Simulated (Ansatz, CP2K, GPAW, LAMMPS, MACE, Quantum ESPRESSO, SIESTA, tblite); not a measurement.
## tblite on amorphous Ge (61 atoms): settings against a plane-wave reference

How near does tblite come to plane waves for amorphous Ge (61 atoms)?

Method: the method is named at each step, in tblite 0.8.0.

## (1) The structure

The cell holds 61 atoms: 61 Ge. Cell: a = 11.512 Å, b = 11.512 Å, c = 11.512 Å, α = 90.0°, β = 90.0°, γ = 90.0°. 61 atoms (61 Ge) placed at random at 4.82 g/cm³, melted at 3500 K for 10 ps at fixed volume with the Tersoff potential (Tersoff, Phys. Rev. B 39, 5566 (1989)). Quenched from 3500 K to 100 K at 5 K/ps and fixed volume, held 5 ps, then minimised at fixed cell.

The yardstick, on the same geometry:

| Quantity | Value |
| --- | --- |
| method | Kohn-Sham DFT, PBE, SSSP efficiency 1.3.0 pseudopotentials, plane waves (Quantum ESPRESSO 7.5); sssp-pbe-1.3.0-efficiency, cutoffs 45/360 Ry, Γ point |
| r.m.s. force component | 0.2388 eV/Å |
| longest force | 1.209 eV/Å |
| pressure | 0.331 GPa |
| time | 3.4 min on 4 MPI ranks of Arm Neoverse V1, shared host |
| CPU time | 13 min |

## (2) GFN1-xTB

Method: GFN1-xTB tight binding, diagonalisation.

run.py

```python
import numpy as np
from ase.io import read
from tblite.ase import TBLite

atoms = read("structure.xyz")
atoms.calc = TBLite(method="GFN1-xTB", electronic_temperature=580, accuracy=1.0, max_iterations=250, mixer_damping=0.1, verbosity=1)
energy = atoms.get_potential_energy()
forces = atoms.get_forces()
print(f"energy {energy:.6f} eV")
print("forces (eV/A)")
for i, (a, f) in enumerate(zip(atoms, forces)):
    print(f"{i:4d} {a.symbol:2s} {f[0]:10.5f} {f[1]:10.5f} {f[2]:10.5f}")
stress = -atoms.get_stress(voigt=False) * 160.21766
print("stress (GPa, compression positive)")
for row in stress:
    print(" ".join(f"{x:10.4f}" for x in row))
print("charges (e)")
print(np.array2string(atoms.get_charges(), precision=4, suppress_small=True, max_line_width=110, threshold=100000))
```

structure.xyz

```xyz
61
Lattice="11.51210 0.00000 0.00000 0.00000 11.51210 0.00000 0.00000 0.00000 11.51210" Properties=species:S:1:pos:R:3 pbc="T T T"
Ge 7.06555 3.19656 0.66321
Ge 2.39498 10.98864 2.68980
Ge 11.49886 11.20024 3.21095
Ge 7.24445 3.10573 8.38346
Ge 2.22034 11.13220 6.70119
Ge 4.66919 5.60731 3.00995
Ge 10.37850 1.98215 6.52345
Ge 6.66251 2.58032 4.46934
Ge 10.27800 8.03073 7.61583
Ge 8.83070 4.96528 8.93512
Ge 7.64887 1.72025 10.32336
Ge 11.48516 2.12732 8.73596
Ge 3.71461 1.36925 10.53242
Ge 4.53427 7.91871 5.80026
Ge 3.22339 3.55563 2.37161
Ge 5.64139 9.97823 4.88447
Ge 1.60179 6.16035 10.11349
Ge 6.65434 5.03873 4.30034
Ge 5.06763 7.68421 1.67973
Ge 11.23489 4.45887 9.58267
Ge 11.37188 11.29314 5.67098
Ge 4.76601 9.15857 9.48804
Ge 7.88326 1.71668 6.43883
Ge 4.57583 3.46894 0.19260
Ge 11.37465 2.02659 0.73643
Ge 8.98301 8.33557 3.47435
Ge 10.07585 0.91153 10.48683
Ge 5.15558 4.50181 7.99181
Ge 2.71582 6.72583 4.22966
Ge 10.84267 4.41880 5.92228
Ge 9.57680 9.53490 5.76434
Ge 7.06371 9.98065 8.71397
Ge 8.91048 8.66470 9.65370
Ge 1.16422 5.26287 2.40718
Ge 10.16703 1.87544 2.82507
Ge 2.39452 1.61089 8.29562
Ge 3.29430 3.46123 6.74839
Ge 8.61577 5.12404 0.84246
Ge 5.44568 7.19495 10.82137
Ge 7.72692 1.63345 2.42560
Ge 10.99152 4.41719 0.49709
Ge 6.70580 9.22511 2.76141
Ge 4.16888 2.42479 4.58124
Ge 9.04034 6.04236 6.79720
Ge 3.09146 8.92867 7.59407
Ge 1.64082 5.38271 6.24865
Ge 7.27737 11.00568 1.16353
Ge 0.95136 7.40804 0.93018
Ge 8.67471 5.85574 3.18436
Ge 10.61208 4.31013 3.56910
Ge 3.67524 0.02187 4.70511
Ge 7.85793 6.62567 10.53219
Ge 2.76797 8.51803 2.21988
Ge 7.46583 10.75057 6.43158
Ge 9.40274 10.22873 11.50289
Ge 4.07344 5.31790 10.13284
[... 1 atom lines left out ...]
Ge 10.66999 9.19540 1.83825
Ge 2.27375 1.45006 1.11679
Ge 5.82685 11.43992 10.56753
Ge 1.24170 7.27576 7.92481
```

On the command line:

```console
$ OMP_NUM_THREADS=1 python run.py > output.txt
```

The program printed:

```text
------------------------------------------------------------
  cycle        total energy    energy error   density error
------------------------------------------------------------
      1     -98.21686029171  -9.8103882E+01   3.6780579E-01
      2     -102.3156991116  -4.0988388E+00   2.3631193E-01
      3     -103.0108402568  -6.9514115E-01   1.9275072E-01
      4     -102.6610368611   3.4980340E-01   1.6239644E-01
      5     -102.9204969319  -2.5946007E-01   3.6271696E-02
      6     -103.0542591580  -1.3376223E-01   1.1620725E-02
      7     -103.0558696206  -1.6104626E-03   6.8919412E-03
      8     -103.0557516034   1.1801722E-04   5.0189319E-03
      9     -103.0558363127  -8.4709278E-05   1.7227507E-03
     10     -103.0560769281  -2.4061544E-04   4.4223787E-04
     11     -103.0560815463  -4.6182006E-06   3.4354735E-04
     12     -103.0560806517   8.9456411E-07   2.5695436E-04
     13     -103.0560812326  -5.8083589E-07   9.5038472E-05
     14     -103.0560819475  -7.1493422E-07   3.2354206E-05
     15     -103.0560819639  -1.6438662E-08   2.5961375E-05
     16     -103.0560819562   7.7450579E-09   1.8968033E-05
------------------------------------------------------------
 total:                                   5.394 sec
energy -2804.298828 eV
forces (eV/A)
   0 Ge   -0.05824    0.22077   -0.08893
   1 Ge   -0.17501   -0.07654   -0.22456
   2 Ge   -0.04387   -0.16978    0.17944
   3 Ge   -0.03663   -0.00350   -0.05007
   4 Ge   -0.08693   -0.06480    0.10929
   5 Ge   -0.44109    0.27991    0.09279
   6 Ge    0.24376    0.21006    0.24225
   7 Ge   -0.02131    0.03032   -0.07741
   8 Ge    0.13740   -0.13835    0.00901
   9 Ge    0.01564   -0.15007   -0.24087
  10 Ge   -0.10733    0.03729   -0.20621
  11 Ge   -0.07934   -0.25659   -0.01186
  12 Ge   -0.15557    0.04075    0.11422
  13 Ge   -0.07656    0.11108    0.00648
  14 Ge    0.35139    0.28747   -0.15557
  15 Ge   -0.04062   -0.22989   -0.08902
  16 Ge   -0.05784   -0.03332   -0.19843
  17 Ge    0.06460   -0.00717    0.14851
  18 Ge   -0.19004   -0.05605    0.22895
  19 Ge    0.06741   -0.11084   -0.20327
  20 Ge    0.10871   -0.01266   -0.10223
  21 Ge    0.48805    0.27262   -0.50351
  22 Ge    0.04188   -0.00327    0.02016
  23 Ge    0.00848   -0.24294   -0.00039
[...]
53 Ge    0.01009    0.16626   -0.09741
  54 Ge    0.12304    0.14321    0.14915
  55 Ge   -0.17629   -0.08535   -0.19598
  56 Ge    0.10878    0.27315   -0.06368
  57 Ge    0.14314    0.30036    0.11549
  58 Ge   -0.16216   -0.30451   -0.20209
  59 Ge    0.32391   -0.08376    0.06322
  60 Ge   -0.07167    0.17754    0.09888
stress (GPa, compression positive)
   -1.0697     1.1773    -0.2356
    1.1773     0.9286    -0.6123
   -0.2356    -0.6123     2.8846
charges (e)
[-0.0435 -0.0694  0.0256 -0.0352  0.0004 -0.049  -0.0005 -0.0037  0.0155 -0.01    0.0012 -0.0051 -0.0083
  0.0122  0.027  -0.0018  0.0673 -0.0537 -0.0297 -0.038   0.0124  0.0131 -0.0134  0.0387 -0.0565  0.0272
 -0.0268 -0.0095  0.0105 -0.0049  0.013  -0.015   0.0053  0.0247  0.0167  0.0271  0.0017  0.0075  0.0095
 -0.0231  0.026  -0.0114  0.0074 -0.0182 -0.003   0.0303  0.0344  0.0338 -0.0378 -0.0066 -0.0385 -0.0377
  0.0415  0.0057  0.0197 -0.0048  0.0143 -0.0227  0.0805  0.0317 -0.0039]
```

Run time: 6 s. Hardware: 1 thread of Arm Neoverse V1, shared host; peak memory 0.13 GiB.

Banners, paths, timers and routine set-up lines are dropped from the logs unmarked, and long logs keep their key lines alone; longer cuts are marked.

Compared with the plane-wave run:

* r.m.s. force component: 0.1948 eV/Å
* r.m.s. difference of force components: 121.2 meV/Å
* longest difference of force vectors: 423.6 meV/Å
* force difference over r.m.s. force: 50.74 %
* slope of forces against the reference's: 0.7039
* correlation of force components: 0.863
* pressure: 0.9145 GPa
* pressure difference: 0.5835 GPa

A closer look about Ge32, which bears the longest force: 11 atoms, nearest first, numbered in the order of the input, with positions taken from that point.

```
atom      x      y      z  distance (Å)  bonds  Mulliken charge (e)      Fx      Fy  Fz (eV/Å)
Ge32   0.00   0.00   0.00          0.00      4                -0.01  -0.929  -0.150      0.266
Ge54   0.40   0.77  -2.28          2.44      4                 0.01   0.010   0.166     -0.097
Ge33   1.85  -1.32   0.94          2.45      4                 0.01   0.031   0.045      0.140
Ge22  -2.30  -0.82   0.77          2.56      4                 0.01   0.488   0.273     -0.504
Ge60  -1.24   1.46   1.85          2.66      5                 0.03   0.324  -0.084      0.063
Ge55   2.34   0.25   2.79          3.65      4                 0.02   0.123   0.143      0.149
Ge11   0.59   3.25   1.61          3.68      4                 0.00  -0.107   0.037     -0.206
Ge39  -1.62  -2.79   2.11          3.85      4                 0.01   0.025   0.157      0.032
Ge52   0.79  -3.35   1.82          3.90      4                -0.04   0.115  -0.129      0.093
Ge31   2.51  -0.45  -2.95          3.90      4                 0.01  -0.003   0.186     -0.035
 Ge9   3.21  -1.95  -1.10          3.92      4                 0.02   0.137  -0.138      0.009
```

Atoms are counted from 1 here, from 0 in the log.

Forces lie 51 % from the reference's, at 0.0075 times its CPU time (on 1 against 4 cores).

## (3) What came out

* force difference from the reference: tblite GFN1-xTB, 51 %
* its CPU time: 6 s

In words: Tight binding differs by 51 % (tblite GFN1-xTB); it is another model, with fitted parameters of its own, and the xTB methods hold dispersion. One electronic-structure run takes under half the reference's CPU time: tblite GFN1-xTB, at 51 % in 6 s against 13 min. Periodic xTB results under one method name differ between programs and library versions. The reference's pressure holds the uncorrected Pulay stress of its 45 Ry basis, so small pressure differences, and their order, may be the reference's own error. The quench rate of 5 K/ps is many orders above laboratory rates, so the cell is likely richer in defects and strain than a real sample. The network of bonds at the start is that of the classical potential that made the cell, and needn't be the one that DFT or experiment would give. The reference's stress is far from hydrostatic: its diagonal is -1.9, 0.2, 2.7 GPa, compression counted positive. The electronic-structure runs sample only Γ, in a cell whose shortest periodic width is 12 Å, which is coarse for a cell with partly filled levels.

[Also dropped from logs without a mark: logging warnings of Python, and SIESTA's first energy breakdown and zero terms.]

[Logs are printed without paths, hosts, clocks, repeated set-up lines and the standing remarks that a program may print on its own settings, such as how far it seeks lower states.]

[Hosts, paths, dates, database ids (printed as entryN), source tags and the programs' standing remarks are cut or masked in the printed files.]
